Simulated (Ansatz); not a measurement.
Rows from a G0W0 calculation on HfIN (layers cut from the bulk crystal) (Ansatz 0.2.0; G0W0 on PBEsol, plane waves, PAW; PAW set soft_1; 6×6×1 mesh, 504 empty bands, screening to 65 eV, PAW set soft_1 files), in eV. Spin-orbit coupling is left out.

```tsv
row	k	band	start	Σx	Σc at the solution	Vxc
A	(0.333, 0.333, 0.000)	c2	-2.702	-10.614	-4.377	-15.953
B	(0.333, 0.333, 0.000)	c1	-4.028	-11.440	-3.619	-15.996
C	Γ	c1	-2.801	-8.262	-3.816	-12.710
D	Γ	v1	-4.912	-18.521	1.558	-16.414
E	(0.333, 0.333, 0.000)	v1	-6.204	-21.826	2.999	-18.678
F	Γ	c2	-2.728	-11.142	-4.512	-16.670
```

Question: Give the quasiparticle energies and the shift of each level.

The quasiparticle equation reads E = start + Σx + Σc(E) − Vxc.

```tsv
row	E (eV)	shift (eV)
A	-1.740	+0.962
B	-3.091	+0.937
C	-2.169	+0.632
D	-5.461	−0.549
E	-6.353	−0.149
F	-1.712	+1.016
```

Limits: not at the basis limit; coarse mesh for a sheet; no spin-orbit coupling.

[Paths, hosts, dates, memory and timing lines, banners, echoed tables and standing remarks are left out of the program output.]

[Logs are printed without paths, hosts, clocks, repeated set-up lines and the standing remarks that a program may print on its own settings, such as how far it seeks lower states.]

[Runs of the session that timed out or met a known fault of the program may be left out.]

[Cells called generated may have been cut or substituted from an entry of the Crystallography Open Database or the Materials Project.]

[Hosts, paths, dates, database ids (printed as entryN), source tags and the programs' standing remarks are cut or masked in the printed files.]
